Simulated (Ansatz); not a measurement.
# Lattice dynamics of PIr2 (Fm-3m)

Wanted: phonon frequencies of PIr2 (Fm-3m) and what follows from them.

Calculated with Ansatz 0.2.0; DFT PBEsol, scalar-relativistic, plane waves, PAW; PAW set soft_1.

The database entry behind the starting cell differs from later determinations by our own check (0.1 to 0.3 % short, probably kX units), so it need not match the best structure at ambient conditions.

## Step 1: Set-up

It takes space group Fm-3m (No. 225, cubic). The conventional cell has a = 5.535 Å, b = 5.535 Å, c = 5.535 Å, α = 90.00°, β = 90.00°, γ = 90.00°. Nearest to P lie 8 Ir at 2.40 Å. Ir has 4 P at 2.40 Å nearest. Farther neighbours are not listed.

Coordinates:

```cif
data_structure
_symmetry_space_group_name_H-M 'P 1'
_symmetry_Int_Tables_number 1
_cell_length_a 3.9138
_cell_length_b 3.9138
_cell_length_c 3.9138
_cell_angle_alpha 60.000
_cell_angle_beta 60.000
_cell_angle_gamma 60.000
_cell_volume 42.39
loop_
_atom_site_label
_atom_site_type_symbol
_atom_site_fract_x
_atom_site_fract_y
_atom_site_fract_z
_atom_site_occupancy
P1 P 0.00000 0.00000 0.00000 1
Ir2 Ir 0.25000 0.25000 0.25000 1
Ir3 Ir 0.75000 0.75000 0.75000 1
```

## Step 2: Bringing the structure to rest

Harmonic phonons are second derivatives at a point where the forces vanish, and they are wanted at zero stress, so atoms and cell are relaxed first.

File input.yaml:

```yaml
crystal:
  lattice:
    - [0.0, 2.7675, 2.7675]
    - [2.7675, 0.0, 2.7675]
    - [2.7675, 2.7675, 0.0]
  atoms:
    - { symbol: P, position: [0.0, 0.0, 0.0] }
    - { symbol: Ir, position: [0.25, 0.25, 0.25] }
    - { symbol: Ir, position: [0.75, 0.75, 0.75] }
kpoints:
  mp_grid: { grid: [14, 14, 14] }
hamiltonian:
  xc: pbesol
  pseudopotentials: { kind: paw, azcp: { folder: soft_1 }, xc_functional: pbe }
scf:
  occupations: { method: gaussian, width: 0.1 }
output:
  forces: true
  stress: true
  eigenvalues: true
  write_density: true
  write_potential: true
  elf: true
  volumetric_format: npy
relax:
  adjacent_minimum: "off"
  f_tol: 0.005
  max_steps: 80
  cell: { stress_tol: 0.05 }
```

Launch:

```sh
$ ansatz run input.yaml --threads 4 --pin off --max-ram 10240MiB --backend cpu --events-out ev --progress --plain --runs-dir out
```

Numbers of over 12 decimals in the logs are rounded to 6 here.

Output:

```text
Engine: ansatz 0.2.0, aarch64-unknown-linux-gnu
Pseudopotentials: kind: paw
Pseudopotential: P, paw, valence charge 5, recommended cutoff 420 eV (normal), soft_1/P.paw.azcp
Pseudopotential: Ir, paw, valence charge 17, recommended cutoff 420 eV (normal), soft_1/Ir.paw.azcp
Functional definition: PBEsol
  exchange = pbesol_x
  correlation = pbesol_c
Crystal: 3 atoms, lattice volume = 42.393 Å³
Basis set: ecut = 420 eV, 869 PW (Γ), exchange–correlation on 54×54×54 points (8 copies of the dense FFT grid, shifted against one another)
Bands: 24, of which v1, the nominal top of the filled ones, is band 20 counted from 1 (19 counted from 0)
Symmetry: 48 space group operations
Space group: Fm-3m (ITA 225), of the structure as read, at distance tolerance 3.5e-5 Å
k-points: 104 of 2744
Non-local potential: P, projectors of the file, l = 0: 2, l = 1: 2, l = 2: 1
Non-local potential: Ir, projectors of the file, l = 0: 3, l = 1: 2, l = 2: 2, l = 3: 1
PAW form: soft (Blöchl's): semilocal exchange-correlation on the pseudo side does not see the compensation charge
PAW frozen core: P, regenerated for the run's functional, and the local potential with it (the file was generated under x = pbe(κ = 0.804, μ = 0.219515), c = pbe(β = 0.066725))
PAW frozen core: Ir, regenerated for the run's functional, and the local potential with it (the file was generated under x = pbe(κ = 0.804, μ = 0.219515), c = pbe(β = 0.066725))
PAW one-centre angular grid: P, 110 points (default); XC on 64 Gauss nodes
PAW one-centre angular grid: Ir, 590 points (default); XC on 64 Gauss nodes
Initial density: superposition of atomic densities (chi_scale 0.1, normalization cell, long waves kept (reshape's long-wave potential 0.00 eV rms))
Initial wavefunctions: pseudopotential atomic-orbital guess
Functional: x = pbesol(κ = 0.804, μ = 0.123457), c = pbesol(β = 0.046)
SCF iter   1: F=—  HF=-24342.439399 eV  |F-HF|=—  |Δ(HF+E_count)|=         —  Δρ=4.66e-2  dr2=4.36e-1  ethr=3.10e-3  ⟨swp⟩=5.6  Hψ=10967  notcnv=0
preconditioner: auto → Kerker (q_TF=auto, 2.691 Å⁻¹)  [metal: Δε(μ)=0.074 eV  Ē_g=8.658 eV  σ=0.100 eV  W_gap=0.40  n_scr=14 (ndim 8)  ℏωp=27.4 eV  f_vac=0.000  D(μ)=0.60/eV (n_scr^D=0)]
SCF iter   2: F=—  HF=-24342.324847 eV  |F-HF|=—  |Δ(HF+E_count)|=   1.15e-1  Δρ=2.76e-2  dr2=1.79e-1  ethr=1.12e-3  ⟨swp⟩=2.0  Hψ=3749  notcnv=0  defer=29
SCF iter   3: F=—  HF=-24342.250934 eV  |F-HF|=—  |Δ(HF+E_count)|=   7.39e-2  Δρ=3.53e-3  dr2=7.40e-3  ethr=4.59e-4  ⟨swp⟩=2.0  Hψ=3944  notcnv=0  defer=31
SCF iter   4: F=—  HF=-24342.249195 eV  |F-HF|=—  |Δ(HF+E_count)|=   1.74e-3  Δρ=1.26e-3  dr2=8.38e-4  ethr=1.90e-5  ⟨swp⟩=2.1  Hψ=3470  notcnv=0  defer=31
SCF iter   5: F=—  HF=-24342.249133 eV  |F-HF|=—  |Δ(HF+E_count)|=   6.14e-5  Δρ=3.87e-4  dr2=9.10e-5  ethr=2.15e-6  ⟨swp⟩=2.2  Hψ=3858  notcnv=0  defer=31
SCF iter   6: F=—  HF=-24342.249150 eV  |F-HF|=—  |Δ(HF+E_count)|=   1.67e-5  Δρ=7.97e-5  dr2=2.24e-6  ethr=2.33e-7  ⟨swp⟩=2.1  Hψ=3464  notcnv=0  defer=32
SCF iter   7: F=-24342.249151 eV  HF=-24342.249151 eV  |F-HF|=1.81e-8  |Δ(HF+E_count)|=   6.46e-7  Δρ=1.48e-5  dr2=9.64e-8  ethr=2.56e-10  ⟨swp⟩=9.5  Hψ=18900  notcnv=0
SCF 1 converged in 7 iterations: F = -24342.249151 eV  dr2 = 9.64e-8
  greatest PAW one-centre occupation: 1.000 electrons in one spin orbital (limit 2), on the Ir atom at site 2 (counted from 0), in its partial waves of l = 0
relax step   1: F+E_penalty+E_count = -24342.24915054 eV  Δ(F+E_penalty+E_count) = +0.000e0 eV  max|allowed force component| = 9.252e-18 eV/Å  Δτ_max = 0.0000 Å  P = -0.447 GPa  Ω = 42.393 Å³  (7 SCF iters, dr2 threshold 1.00e-7 eV, accepted)
Crystal: 3 atoms, lattice volume = 42.308 Å³
Initial density: handed on by an earlier stage of this run
Initial wavefunctions: those handed on with the density
iter 1 solved again at ethr=3.10e-8 eV; its pass at ethr=3.10e-3 eV (dr2=1.21e-5 eV) is discarded
SCF iter   1: F=—  HF=-24342.249251 eV  |F-HF|=—  |Δ(HF+E_count)|=         —  Δρ=1.54e-4  dr2=1.45e-5  ethr=3.10e-8  ⟨swp⟩=2.5  Hψ=13533  notcnv=0
preconditioner: auto → Kerker (q_TF=auto, 2.692 Å⁻¹)  [metal: Δε(μ)=0.048 eV  Ē_g=8.606 eV  σ=0.100 eV  W_gap=0.26  n_scr=14 (ndim 8)  ℏωp=27.4 eV  f_vac=0.001  D(μ)=0.65/eV (n_scr^D=0)]
SCF iter   2: F=—  HF=-24342.249258 eV  |F-HF|=—  |Δ(HF+E_count)|=   6.73e-6  Δρ=9.23e-5  dr2=5.63e-6  ethr=3.10e-8  ⟨swp⟩=1.0  Hψ=2496  notcnv=0
SCF iter   3: F=—  HF=-24342.249257 eV  |F-HF|=—  |Δ(HF+E_count)|=   1.48e-6  Δρ=1.96e-5  dr2=3.03e-7  ethr=1.44e-8  ⟨swp⟩=2.1  Hψ=3440  notcnv=0
iter 4 did not close the SCF: its close was put off for the readings that it lacked (scf_convergence_deferred on its scf_iter line)
SCF iter   4: F=-24342.249256 eV  HF=-24342.249256 eV  |F-HF|=6.55e-10  |Δ(HF+E_count)|=   5.19e-8  Δρ=5.88e-6  dr2=1.36e-8  ethr=7.78e-10  ⟨swp⟩=2.0  Hψ=3562  notcnv=0
iter 5 did not close the SCF: its close was put off for the readings that it lacked (scf_convergence_deferred on its scf_iter line)
SCF iter   5: F=-24342.249256 eV  HF=-24342.249256 eV  |F-HF|=4.47e-10  |Δ(HF+E_count)|=   1.80e-9  Δρ=1.81e-6  dr2=1.82e-9  ethr=3.49e-11  ⟨swp⟩=2.2  Hψ=3738  notcnv=0
SCF iter   6: F=-24342.249256 eV  HF=-24342.249256 eV  |F-HF|=1.46e-11  |Δ(HF+E_count)|=  1.64e-10  Δρ=3.52e-7  dr2=5.49e-11  ethr=4.67e-12  ⟨swp⟩=5.5  Hψ=13331  notcnv=0
SCF 2 converged in 6 iterations: F = -24342.249256 eV  dr2 = 5.49e-11
relax step   2: F+E_penalty+E_count = -24342.24925647 eV  Δ(F+E_penalty+E_count) = -1.059e-4 eV  max|allowed force component| = 1.234e-16 eV/Å  Δτ_max = 0.0000 Å  P = +0.164 GPa  Ω = 42.308 Å³  energy of the carried Pulay correction = +3.023e-5 eV  (6 SCF iters, dr2 threshold 3.00e-7 eV, accepted)
Crystal: 3 atoms, lattice volume = 42.331 Å³
iter 1 solved again at ethr=2.38e-9 eV; its pass at ethr=3.10e-3 eV (dr2=9.29e-7 eV) is discarded
SCF iter   1: F=—  HF=-24342.249251 eV  |F-HF|=—  |Δ(HF+E_count)|=         —  Δρ=4.33e-5  dr2=1.15e-6  ethr=2.38e-9  ⟨swp⟩=2.1  Hψ=12711  notcnv=0
preconditioner: auto → Kerker (q_TF=auto, 2.691 Å⁻¹)  [metal: Δε(μ)=0.047 eV  Ē_g=8.601 eV  σ=0.100 eV  W_gap=0.26  n_scr=14 (ndim 8)  ℏωp=27.4 eV  f_vac=0.001  D(μ)=0.65/eV (n_scr^D=0)]
SCF iter   2: F=—  HF=-24342.249260 eV  |F-HF|=—  |Δ(HF+E_count)|=   9.09e-6  Δρ=2.60e-5  dr2=4.50e-7  ethr=2.38e-9  ⟨swp⟩=1.0  Hψ=2496  notcnv=0
iter 3 did not close the SCF: its close was put off for the readings that it lacked (scf_convergence_deferred on its scf_iter line)
SCF iter   3: F=-24342.249260 eV  HF=-24342.249260 eV  |F-HF|=9.38e-9  |Δ(HF+E_count)|=   1.27e-7  Δρ=5.39e-6  dr2=2.16e-8  ethr=1.15e-9  ⟨swp⟩=2.0  Hψ=3436  notcnv=0
iter 4 did not close the SCF: its close was put off for the readings that it lacked (scf_convergence_deferred on its scf_iter line)
SCF iter   4: F=-24342.249260 eV  HF=-24342.249260 eV  |F-HF|=8.59e-10  |Δ(HF+E_count)|=   4.29e-9  Δρ=2.09e-6  dr2=2.11e-9  ethr=5.53e-11  ⟨swp⟩=2.0  Hψ=3597  notcnv=0
iter 5 did not close the SCF: its close was put off for the readings that it lacked (scf_convergence_deferred on its scf_iter line)
SCF iter   5: F=-24342.249260 eV  HF=-24342.249260 eV  |F-HF|=9.09e-11  |Δ(HF+E_count)|=  1.31e-10  Δρ=6.69e-7  dr2=2.49e-10  ethr=5.40e-12  ⟨swp⟩=2.1  Hψ=3603  notcnv=0
SCF iter   6: F=-24342.249260 eV  HF=-24342.249260 eV  |F-HF|=3.64e-12  |Δ(HF+E_count)|=    0.00e0  Δρ=1.64e-7  dr2=1.46e-11  ethr=1.00e-12  ⟨swp⟩=4.6  Hψ=12101  notcnv=0
SCF 3 converged in 6 iterations: F = -24342.249260 eV  dr2 = 1.46e-11
relax step   3: F+E_penalty+E_count = -24342.24925992 eV  Δ(F+E_penalty+E_count) = -3.455e-6 eV  max|allowed force component| = 1.742e-16 eV/Å  Δτ_max = 0.0000 Å  P = -0.001 GPa  Ω = 42.331 Å³  energy of the carried Pulay correction = +2.213e-5 eV  (6 SCF iters, accepted)
Initial wavefunctions: pseudopotential atomic-orbital guess (no wavefunctions were taken with the density)
iter 1 solved again at ethr=4.98e-7 eV; its pass at ethr=3.10e-3 eV (dr2=1.94e-4 eV) is discarded
SCF iter   1: F=—  HF=-24342.249228 eV  |F-HF|=—  |Δ(HF+E_count)|=         —  Δρ=2.87e-6  dr2=7.24e-10  ethr=4.98e-7  ⟨swp⟩=3.0  Hψ=17835  notcnv=0
eigensolver tolerance schedule: the retry pair's looser diagonalisation over-reported the residual by 268569.46 of it (diagonalisation noise at an unbounded share of the residual, at the tolerance the schedule requests for it); recorded, not acted on — ethr = c·dr2/N_el stays at c = 1.0e-1
preconditioner: auto → Kerker (q_TF=auto, 2.691 Å⁻¹)  [metal: Δε(μ)=0.048 eV  Ē_g=8.601 eV  σ=0.100 eV  W_gap=0.26  n_scr=14 (ndim 8)  ℏωp=27.4 eV  f_vac=0.001  D(μ)=0.65/eV (n_scr^D=0)]
SCF iter   2: F=—  HF=-24342.249239 eV  |F-HF|=—  |Δ(HF+E_count)|=   1.13e-5  Δρ=1.60e-6  dr2=1.81e-10  ethr=1.86e-12  ⟨swp⟩=4.0  Hψ=7045  notcnv=0
iter 3 did not close the SCF: its close was put off for the readings that it lacked (scf_convergence_deferred on its scf_iter line)
SCF iter   3: F=-24342.249239 eV  HF=-24342.249239 eV  |F-HF|=1.09e-11  |Δ(HF+E_count)|=  7.28e-11  Δρ=4.59e-7  dr2=1.46e-11  ethr=1.00e-12  ⟨swp⟩=1.0  Hψ=2496  notcnv=0
iter 4 did not close the SCF: its close was put off for the readings that it lacked (scf_convergence_deferred on its scf_iter line)
SCF iter   4: F=-24342.249239 eV  HF=-24342.249239 eV  |F-HF|=7.28e-12  |Δ(HF+E_count)|=    0.00e0  Δρ=2.83e-8  dr2=2.39e-13  ethr=1.00e-12  ⟨swp⟩=1.0  Hψ=2496  notcnv=0
iter 5 did not close the SCF: its close was put off for the readings that it lacked (scf_convergence_deferred on its scf_iter line)
SCF iter   5: F=-24342.249239 eV  HF=-24342.249239 eV  |F-HF|=7.28e-12  |Δ(HF+E_count)|=  1.09e-11  Δρ=9.19e-9  dr2=3.53e-14  ethr=1.00e-12  ⟨swp⟩=1.0  Hψ=2496  notcnv=0
iter 6 did not close the SCF: its close was put off for the readings that it lacked (scf_convergence_deferred on its scf_iter line)
SCF iter   6: F=-24342.249239 eV  HF=-24342.249239 eV  |F-HF|=0.00e0  |Δ(HF+E_count)|=  7.28e-12  Δρ=2.19e-9  dr2=3.17e-15  ethr=1.00e-12  ⟨swp⟩=1.0  Hψ=2496  notcnv=0
SCF iter   7: F=-24342.249239 eV  HF=-24342.249239 eV  |F-HF|=0.00e0  |Δ(HF+E_count)|=  3.64e-12  Δρ=9.45e-10  dr2=3.81e-16  ethr=1.00e-12  ⟨swp⟩=2.3  Hψ=7328  notcnv=0
SCF 4 converged in 7 iterations: F = -24342.249239 eV  dr2 = 3.81e-16
relax step   4: F+E_penalty+E_count = -24342.24923886 eV  Δ(F+E_penalty+E_count) = +2.106e-5 eV  max|allowed force component| = 1.527e-16 eV/Å  Δτ_max = 0.0000 Å  P = -0.001 GPa  Ω = 42.331 Å³  stress off target by 5.58e-4 GPa  SCF on the basis re-selected at this cell (its energy is not comparable with the rows above)  (7 SCF iters)
basis re-selected at this cell: Δ(F+E_penalty+E_count) = +2.106e-5 eV, ΔP = +0.000 GPa vs the last step (what re-selecting the basis moved, of the pressure what is left beyond the Pulay correction that the steps carried, after the strain that the cell walked since its last selection, with what the two solves' SCF thresholds leave and, on support functions, any second-order correction that the steps lacked; it is no m [...]
SCF converged after 7 iterations
Free energy (F): -24342.249239 eV
Harris-Foulkes:  -24342.249239 eV  (|F-HF|=0.00e0)
Internal energy: -24342.245967 eV  (E = F + TS)
E sigma→0 (E₀):  -24342.247603 eV
Entropy (-TS):   -0.003272 eV (-1.091 meV/atom)
Fermi energy:    20.592129 eV
--- Per-component energies (eV) ---
  E_band       = -264.184423
  E_kinetic    = 1163.845969
  E_local      = -2934.071622  (includes V_loc(G=0)·N_el)
  E_nonlocal   = 416.776385
  E_hartree    = 1122.194860
  E_xc         = -534.732328
  E_vxc        = -579.771804  (∫ρ·V_xc dr)
  E_paw        = -18804.281697  (= ΣΔE_a)
  E_vpaw       = -575.353813  (= ΣTr[D̂ρ^β])
  E_aug_tail   = 0.000742  (compensation charges beyond the density's cutoff)
  E_ewald      = -4772.555069
  E_core_change = 0.576792  (= ΣΔE_core)
  E_smearing   = -0.003272  (= −TS)
  E_closure    = -0.000000  (closes the sum)
  Σ components = -24342.249239   (vs F -24342.249239, Δ=0.00e0)
--- Forces (eV/Å), atoms counted from 1 ---
  atom   1  P      0.00000000    -0.00000000     0.00000000
  atom   2  Ir     0.00000000    -0.00000000    -0.00000000
  atom   3  Ir     0.00000000     0.00000000     0.00000000
  max |Σ_I F_I| component: 2.78e-17 eV/Å
--- Stress (GPa, compression-positive) ---
       -0.000558       0.000000      -0.000000
        0.000000      -0.000558       0.000000
        0.000000       0.000000      -0.000558
  P = ⅓ Tr σ = -0.0006 GPa (-0.006 kbar)
--- Band table (eV; the first three rows and the last of 104) ---
  k-point 0: bands = [... 16 lower, 20.0531, 20.9814, 22.2318, 22.2318, 25.0381, 25.0381, 25.0381, 25.5521]
  k-point 1: bands = [... 16 lower, 19.9637, 21.1512, 21.9441, 21.9441, 24.4689, 24.9549, 24.9549, 25.6620]
  k-point 2: bands = [... 16 lower, 19.7005, 21.2882, 21.2882, 21.6228, 23.2285, 24.9133, 24.9133, 25.8897]
  k-point 103: bands = [... 16 lower, 18.1948, 18.7489, 19.2237, 19.6634, 22.4213, 22.4297, 27.4784, 28.1781]
--- Relaxed structure (3 steps of the walk, 3 accepted, 1 SCFs on fresh bases) ---
  F+E_penalty+E_count = -24342.24923886 eV   max|allowed force component| = 1.527e-16 eV/Å   (the final SCF, on the basis selected at the relaxed cell)
  cell:  # Å, volume = 42.3306 Å³
    - [0, 2.766145, 2.766145]
    - [2.766145, 0, 2.766145]
    - [2.766145, 2.766145, 0]
  atoms:
    - { symbol: P, position: [0, 0, 0] }
    - { symbol: Ir, position: [0.25, 0.25, 0.25] }
    - { symbol: Ir, position: [0.750000, 0.750000, 0.750000] }
```

Wall time 5.1 s (4 threads of Arm Neoverse V2, shared host); peak memory 0.41 GiB; 19 s of CPU time.

Little changed from the start: no atom moved by 0.005 Å and no cell edge by 0.1 %.

Numbers from this step:

```yaml
pressure: -5.58e-4 GPa
volume_per_atom: 14.11 Å³
gap_on_the_k_mesh: 0 eV
```

Electrostatic potential energy in the ac plane of a cell with a along [110], b along [-110] and c along [001] of the cube at fractional y = 0.000, with atoms of P and Ir within 0.2 Å of it. With pseudopotentials it is smooth inside the atoms' cores, unlike the true potential.

Ten even steps from '0' (-55 eV) to '9' (25 eV), each cell a mean:
```
3378888885333788888853
4688645787546886457875
8886201488888862014888
9985000279999850002799
9996201489999962014899
9998544799999985447999
9999888999999998889999
9999999999999999999999
9999767899999997678999
9997422589999974225899
9985100379999851003799
9985100379999851003799
7887312588778873125887
3578767886435787678864
3368999984333689999843
```
Columns run along a (7.8 Å; values clipped at the 3rd and 97th percentile), rows up along c (5.5 Å), edges of the conventional cell, whose origin can differ from the input's. Atoms in or near the plane, at fractional coordinates: P at (0.00, 0.00), P at (0.50, 0.00), Ir at (0.25, 0.25), Ir at (0.75, 0.25), Ir at (0.25, 0.75), Ir at (0.75, 0.75).

Valence density in the ac plane of a cell with a along [110], b along [-110] and c along [001] of the cube at fractional y = 0.000, with atoms of P and Ir within 0.2 Å of it. It is the smooth field of the valence electrons, not physical close to the nuclei.

Ten even steps from '0' (0.0 e/Å³) to '9' (9.6 e/Å³), each cell a mean:
```
0000000000000000000000
0000122100000001221000
0001576300000015763000
0002799410000027994100
0001587300000015873000
0000122100000001221000
0000000000000000000000
0000000000000000000000
0000011000000000110000
0001354100000013541000
0002698400000026984000
0002698410000026984100
0001354200000013542000
0000011000000000110000
0000000000000000000000
```
Columns run along a (7.8 Å), rows up along c (5.5 Å), edges of the conventional cell, whose origin can differ from the input's. Atoms in or near the plane, at fractional coordinates: P at (0.00, 0.00), P at (0.50, 0.00), Ir at (0.25, 0.25), Ir at (0.75, 0.25), Ir at (0.25, 0.75), Ir at (0.75, 0.75).

ELF in the ac plane of a cell with a along [110], b along [-110] and c along [001] of the cube at fractional y = 0.000, with atoms of P and Ir within 0.2 Å of it. It is the smooth field of the valence electrons, not physical close to the nuclei.

Values, 8 rows by 16 columns, each cell a mean:
```
0.29 0.62 0.47 0.35 0.35 0.41 0.61 0.39 0.29 0.62 0.47 0.35 0.35 0.41 0.61 0.39
0.43 0.40 0.45 0.55 0.52 0.52 0.39 0.43 0.43 0.40 0.45 0.55 0.52 0.52 0.39 0.43
0.14 0.22 0.41 0.54 0.52 0.49 0.27 0.16 0.14 0.22 0.41 0.54 0.52 0.49 0.27 0.16
0.05 0.13 0.25 0.31 0.32 0.28 0.17 0.06 0.05 0.13 0.25 0.31 0.32 0.28 0.17 0.06
0.06 0.15 0.27 0.34 0.35 0.31 0.19 0.08 0.06 0.15 0.27 0.34 0.35 0.31 0.19 0.08
0.18 0.25 0.44 0.56 0.52 0.52 0.28 0.20 0.18 0.25 0.44 0.56 0.52 0.52 0.28 0.20
0.49 0.48 0.45 0.53 0.52 0.49 0.44 0.51 0.49 0.48 0.45 0.53 0.52 0.49 0.44 0.51
0.16 0.58 0.49 0.33 0.32 0.41 0.64 0.28 0.16 0.58 0.49 0.33 0.32 0.41 0.64 0.28
```
Columns run along a (7.8 Å), rows up along c (5.5 Å), edges of the conventional cell, whose origin can differ from the input's. Atoms in or near the plane, at fractional coordinates: P at (0.00, 0.00), P at (0.50, 0.00), Ir at (0.25, 0.25), Ir at (0.75, 0.25), Ir at (0.25, 0.75), Ir at (0.75, 0.75).

In this step the volume went from 14.13 to 14.11 Å³/atom.

## Step 3: Relaxing to small forces for the phonons

Phonons need a cell at rest on their own settings, so the relaxation is repeated with tight tolerances on forces and stress on the k mesh and occupations of the first response run.

File input.yaml:

```yaml
crystal:
  lattice:
    - [0.0, 2.7661450081, 2.7661450081]
    - [2.7661450081, 0.0, 2.7661450081]
    - [2.7661450081, 2.7661450081, 0.0]
  atoms:
    - { symbol: P, position: [0.0, 0.0, 0.0] }
    - { symbol: Ir, position: [0.25, 0.25, 0.25] }
    - { symbol: Ir, position: [0.75, 0.75, 0.75] }
kpoints:
  mp_grid: { grid: [16, 16, 16] }
hamiltonian:
  xc: pbesol
  pseudopotentials: { kind: paw, azcp: { folder: soft_1 }, xc_functional: pbe }
scf:
  occupations: { method: methfessel_paxton, width: 0.2 }
output:
  forces: true
  stress: true
  eigenvalues: true
relax:
  adjacent_minimum: "off"
  f_tol: 0.001
  max_steps: 60
  cell: { stress_tol: 0.01 }
```

Output:

```text
[...]
Crystal: 3 atoms, lattice volume = 42.331 Å³
Basis set: ecut = 420 eV, 869 PW (Γ), exchange–correlation on 54×54×54 points (8 copies of the dense FFT grid, shifted against one another)
Bands: 24, of which v1, the nominal top of the filled ones, is band 20 counted from 1 (19 counted from 0)
Symmetry: 48 space group operations
[...]
k-points: 145 of 4096
[...]
k-point 144: bands = [... 16 lower, 18.0342, 18.8136, 19.1965, 19.5843, 22.4323, 22.4323, 27.9468, 27.9468]
--- Relaxed structure (2 steps of the walk, 2 accepted, 1 SCFs on fresh bases) ---
[...]
cell:  # Å, volume = 42.3335 Å³
    - [0, 2.766207, 2.766207]
    - [2.766207, 0, 2.766207]
    - [2.766207, 2.766207, 0]
  atoms:
    - { symbol: P, position: [0, 0, 0] }
    - { symbol: Ir, position: [0.25, 0.25, 0.25] }
    - { symbol: Ir, position: [0.750000, 0.750000, 0.750000] }
[key lines of the parts left out:]
SCF converged after 4 iterations
Free energy (F): -24342.245802 eV
Fermi energy:    20.596414 eV
P = ⅓ Tr σ = -0.0064 GPa (-0.064 kbar)
```

The job ended after 4.7 s (4 threads; peak memory 0.43 GiB; 17 s of CPU time).

Little changed from the start: no atom moved by 0.005 Å and no cell edge by 0.1 %.

Numbers from this step:

```
pressure : -0.006431 GPa
```

The forces vanish by symmetry and the pressure is -0.006 GPa, within the tolerances set. The cell now holds 14.11 Å³/atom.

(Part 1 of 2 ends here.)

[Logs are printed without paths, hosts, clocks, repeated set-up lines and the standing remarks that a program may print on its own settings, such as how far it seeks lower states.]

[Hosts, paths, dates, database ids (printed as entryN), source tags and the programs' standing remarks are cut or masked in the printed files.]
